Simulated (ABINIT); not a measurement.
# H4C (I-43m): G0W0 with ABINIT, start to end

How does a plane-wave GW calculation on H4C (I-43m) run from the first input to the gap?

Program: ABINIT 10.8.3. Level of theory: LDA and many-body steps on it, plane waves. Results are calculated unless marked as measured.

### 1. The structure

The structure is cubic, space group I-43m (No. 217). Conventional cell: a = 4.958 Å, b = 4.958 Å, c = 4.958 Å, α = 90.00°, β = 90.00°, γ = 90.00°. Nearest to H lie 1 C at 1.09 Å. Nearest to C lie 4 H at 1.09 Å. Farther neighbours are not listed.

The cell and positions are those that the Materials Project relaxed with its own functionals (PBE, PBE+U or r2SCAN), kept fixed.

### 2. Ground state

This step: ABINIT 10.8.3; DFT, LDA, plane waves, norm-conserving pseudopotentials.

The ground-state density comes first.

Input file run.abi:

```
acell 3*1.0 Angstrom
rprim 
  -2.478924680900 2.478924680900 2.478924680900
  2.478924680900 -2.478924680900 2.478924680900
  2.478924680900 2.478924680900 -2.478924680900
ntypat 2
znucl 1 6
natom 5
typat 1 1 1 1 2
xred 
  0.000000000000 0.000000000000 0.746312870000
  0.746312870000 0.000000000000 0.000000000000
  0.000000000000 0.746312870000 0.000000000000
  0.253687130000 0.253687130000 0.253687130000
  0.000000000000 0.000000000000 0.000000000000
pp_dirpath "pseudos"
pseudos "H.upf, C.upf"
ecut 37
ngkpt 6 6 6
nshiftk 1
shiftk 0 0 0
kptopt 1
chksymbreak 0
nband 10
occopt 1
tolvrs 1e-10
nstep 60
prtwf 0
optforces 0
optstress 0
indata_prefix "in"
outdata_prefix "out"
tmpdata_prefix "tmp"
```

Run with:

```console
$ OMP_NUM_THREADS=1 mpirun -n 4 abinit run.abi > log
```

Numbers of over 12 decimals in the logs are rounded to 6 here.

The log of the run:

```text
.Version 10.8.3 of ABINIT. v10.8.2 released Aug 2026.

 Symmetries : space group I-4 3 m (#217); Bravais cI (body-center cubic)
================================================================================
 Values of the parameters that define the memory need of the present run
     intxc =       0    ionmov =       0      iscf =       7    lmnmax =       4
     lnmax =       4     mgfft =      48  mpssoang =       2    mqgrid =    3001
     natom =       5  nloc_mem =       1    nspden =       1   nspinor =       1
    nsppol =       1      nsym =      24    n1xccc =    2501    ntypat =       2
    occopt =       1   xclevel =       1
-    mband =          10        mffmem =           1         mkmem =           4
       mpw =        4435          nfft =      110592          nkpt =          16
================================================================================
  Rough estimation (10% accuracy) of disk space for files :
================================================================================

--------------------------------------------------------------------------------
------------- Echo of variables that govern the present computation ------------
--------------------------------------------------------------------------------
 -outvars: echo values of preprocessed input variables --------
            acell      1.8897261259E+00  1.8897261259E+00  1.8897261259E+00 Bohr

      chksymbreak           0
             ecut      3.70000000E+01 Hartree
-          fftalg         312

              ixc       -1012
              kpt      0.00000000E+00  0.00000000E+00  0.00000000E+00
                       1.66666667E-01  0.00000000E+00  0.00000000E+00
                       3.33333333E-01  0.00000000E+00  0.00000000E+00
                       5.00000000E-01  0.00000000E+00  0.00000000E+00
                       1.66666667E-01  1.66666667E-01  0.00000000E+00
                       3.33333333E-01  1.66666667E-01  0.00000000E+00
                       3.33333333E-01  3.33333333E-01  0.00000000E+00
                       1.66666667E-01  1.66666667E-01  1.66666667E-01
                       3.33333333E-01  1.66666667E-01  1.66666667E-01
   [... 5 further rows ...]
                       5.00000000E-01  5.00000000E-01  3.33333333E-01
                       5.00000000E-01  5.00000000E-01  5.00000000E-01
         kptrlatt        6    0    0      0    6    0      0    0    6
          kptrlen      4.86826350E+01
P           mkmem           4
            natom           5
            nband          10
            ngfft          48      48      48
             nkpt          16
            nstep          60
             nsym          24
           ntypat           2
              occ      2.000000  2.000000  2.000000  2.000000  0.000000  0.000000
                       0.000000  0.000000  0.000000  0.000000
        optforces           0
        optstress           0
            prtwf           0
            rprim     -2.4789246809E+00  2.4789246809E+00  2.4789246809E+00
[...]
spgroup         217

           tolvrs      1.00000000E-10

             xred      9.1637589985E-20  9.1637589985E-20  7.4631287000E-01
[...]
znucl        1.00000    6.00000

================================================================================

 chkinp: Checking input parameters for consistency.

================================================================================
== DATASET  1 ==================================================================
-   mpi_nproc: 4, omp_nthreads: 1 (-1 if OMP is not activated)

--- !DatasetInfo
iteration_state: {dtset: 1, }
dimensions: {natom: 5, nkpt: 16, mband: 10, nsppol: 1, nspinor: 1, nspden: 1, mpw: 4435, }
cutoff_energies: {ecut:  37.0, pawecutdg:  -1.0, }
electrons: {nelect:   8.00000000E+00, charge:   0.00000000E+00, occopt:   1.00000000E+00, tsmear:   1.00000000E-02, }

 Real(R)+Recip(G) space primitive vectors, cartesian coordinates (Bohr,Bohr^-1):
 R(1)= -4.6844887  4.6844887  4.6844887  G(1)=  0.0000000  0.1067352  0.1067352
 R(2)=  4.6844887 -4.6844887  4.6844887  G(2)=  0.1067352  0.0000000  0.1067352
 R(3)=  4.6844887  4.6844887 -4.6844887  G(3)=  0.1067352  0.1067352  0.0000000
 Unit cell volume ucvol=  4.1119383E+02 bohr^3
 Angles (23,13,12)=  1.09471221E+02  1.09471221E+02  1.09471221E+02 degrees

 getcut: wavevector=  0.0000  0.0000  0.0000  ngfft=  48  48  48
         ecut(hartree)=     37.000   => boxcut(ratio)=   2.16049

--- Pseudopotential description ------------------------------------------------
- H Generated using ONCVPSP code by D. R. Hamann
-  1.00000   1.00000  180309                  znucl, zion, pspdat
12 -1012 1 -1 1180                            pspcod,pspxc,lmax,lloc,mmax
     nproj     2     1
  pspatm : epsatm=    0.35439867
         --- l  ekb(1:nproj) -->
[...]
1   -0.275071
 pspatm: atomic psp has been read  and splines computed

- C Generated using ONCVPSP code by D. R. Hamann
-  6.00000   4.00000  180309                  znucl, zion, pspdat
12 -1012 1 -1 1234                            pspcod,pspxc,lmax,lloc,mmax
     nproj     2     2
  pspatm : epsatm=    4.35103003
         --- l  ekb(1:nproj) -->
[...]
pspatm: atomic psp has been read  and splines computed

   4.61489976E+01                                ecore*ucvol(ha*bohr**3)
--------------------------------------------------------------------------------

_setup2: Arith. and geom. avg. npw (full set) are    4420.097    4420.086

================================================================================

--- !BeginCycle
iteration_state: {dtset: 1, }
solver: {iscf: 7, nstep: 60, nline: 4, wfoptalg: 0, }
tolerances: {tolvrs: 1.00E-10, }

     iter   Etot(hartree)      deltaE(h)  residm     vres2
 ETOT  1  -8.192123    -8.192E+00 6.829E-02 1.272E+03
 ETOT  2  -8.313161    -1.210E-01 4.593E-03 2.104E+02
 ETOT  3  -8.357180    -4.402E-02 3.978E-03 1.979E+01
 ETOT  4  -8.358983    -1.803E-03 5.694E-04 1.394E-01
 ETOT  5  -8.358991    -7.742E-06 2.736E-04 1.335E-02
 ETOT  6  -8.358992    -7.746E-07 4.747E-05 3.117E-04
 ETOT  7  -8.358992    -2.391E-08 3.222E-05 3.488E-06
 ETOT  8  -8.358992    -2.327E-10 5.786E-06 6.157E-08
 ETOT  9  -8.358992    -1.551E-11 4.151E-06 4.343E-09
 ETOT 10  -8.358992    -4.547E-13 1.117E-06 1.756E-11

 At SCF step   10       vres2   =  1.76E-11 < tolvrs=  1.00E-10 =>converged.

--- !ResultsGS
iteration_state: {dtset: 1, }
comment   : Summary of ground state results
lattice_vectors:
- [ -4.6844887,   4.6844887,   4.6844887, ]
- [  4.6844887,  -4.6844887,   4.6844887, ]
- [  4.6844887,   4.6844887,  -4.6844887, ]
lattice_lengths: [   8.11377,    8.11377,    8.11377, ]
lattice_angles: [109.471, 109.471, 109.471, ] # degrees, (23, 13, 12)
lattice_volume:   4.1119383E+02
convergence: {deltae: -4.547E-13, res2:  1.756E-11, residm:  1.117E-06, diffor:  0.000E+00, }
etotal    :  -8.35899161E+00
entropy   :   0.00000000E+00
fermie    :  -2.55225365E-01
cartesian_stress_tensor: null
pressure_GPa: null
xred      :
- [  9.1638E-20,   9.1638E-20,   7.4631E-01,  H]
- [  7.4631E-01,  -9.1638E-20,   1.2012E-17,  H]
- [ -9.1638E-20,   7.4631E-01,   1.1829E-17,  H]
- [  2.5369E-01,   2.5369E-01,   2.5369E-01,  H]
- [  0.0000E+00,   0.0000E+00,   0.0000E+00,  C]
cartesian_forces: null
force_length_stats: {min: null, max: null, mean: null, }

 Integrated electronic density in atomic spheres:
 ------------------------------------------------
 Atom  Sphere_radius  Integrated_density
[...]
================================================================================

 ----iterations are completed or convergence reached----

 Mean square residual over all n,k,spin=   17.352E-09; max=  11.172E-07
 reduced coordinates (array xred) for    5 atoms
       0.000000000000      0.000000000000      0.746312870000
       0.746312870000     -0.000000000000      0.000000000000
      -0.000000000000      0.746312870000      0.000000000000
       0.253687130000      0.253687130000      0.253687130000
       0.000000000000      0.000000000000      0.000000000000
 rms dE/dt=  0.0000E+00; max dE/dt=  0.0000E+00; dE/dt below (all hartree)
    1       0.000000000000      0.000000000000      0.000000000000
    2       0.000000000000      0.000000000000      0.000000000000
    3       0.000000000000      0.000000000000      0.000000000000
    4       0.000000000000      0.000000000000      0.000000000000
    5       0.000000000000      0.000000000000      0.000000000000

 cartesian coordinates (angstrom) at end:
    1      1.850053     1.850053    -1.850053
    2     -1.850053     1.850053     1.850053
    3      1.850053    -1.850053     1.850053
    4      0.628871     0.628871     0.628871
    5      0.000000     0.000000     0.000000
 length scales=  1.889726125908  1.889726125908  1.889726125908 bohr
              =  1.000000000000  1.000000000000  1.000000000000 angstroms
 prteigrs : about to open file out_EIG
 Fermi (or HOMO) energy (hartree) =  -0.25523   Average Vxc (hartree)=  -0.22677
 Eigenvalues (hartree) for nkpt=  16  k points:
 kpt#   1, nband= 10, wtk=  0.00463, kpt=  0.0000  0.0000  0.0000 (reduced coord)
  -0.55230   -0.25523   -0.25523   -0.25523    0.01275    0.19499    0.19499    0.19499
   0.33780    0.33780
 prteigrs : prtvol=0 or 1, do not print more k-points.

--- !EnergyTerms
iteration_state     : {dtset: 1, }
comment             : Components of total free energy in Hartree
kinetic             :  6.49541235726336E+00
hartree             :  4.22556828625824E+00
xc                  : -3.49555701604164E+00
Ewald energy        : -2.17405362436174E+00
psp_core            :  1.12231736885718E-01
local_psp           : -1.27752748173762E+01
non_local_psp       : -7.47318537027436E-01
total_energy        : -8.35899161439974E+00
total_energy_eV     : -2.27459749446348E+02
band_energy         : -2.69859166061877E+00

== END DATASET(S) ==============================================================
================================================================================

 -outvars: echo values of variables after computation  --------
           etotal     -8.3589916144E+00
            nband          10
             nkpt          16
          spgroup         217
 [... the other variables as echoed above ...]

 Calculation completed.
```

It took 11 s on 4 MPI ranks of Arm Neoverse N1, shared host; peak memory 0.33 GiB; 44 s of CPU time.

Numbers from this step:

* total energy: -227.4597 eV
* gap: 7.292 eV
* k of the valence top: 0, 0, 0
* k of the conduction bottom: 0, 0, 0
* least direct gap: 7.292 eV

The gap is direct, at Γ.

(Continued in part 2 of 3.)

[Paths, hosts, dates, memory and timing lines, banners, echoed tables and standing remarks are left out of the program output.]

[Logs are printed without paths, hosts, clocks, repeated set-up lines and the standing remarks that a program may print on its own settings, such as how far it seeks lower states.]

[Runs of the session that timed out or met a known fault of the program may be left out.]

[Hosts, paths, dates, database ids (printed as entryN), source tags and the programs' standing remarks are cut or masked in the printed files.]

[G0W0 gaps are taken among the corrected bands and points alone; a level outside them can change the order at an edge.]

[Where Ansatz stands beside ABINIT at settings called matched, ABINIT's density can come from a denser mesh and the files from another edition; pairs whose starting gaps differed by over 0.03 eV were left out, so agreement reads better than it is.]
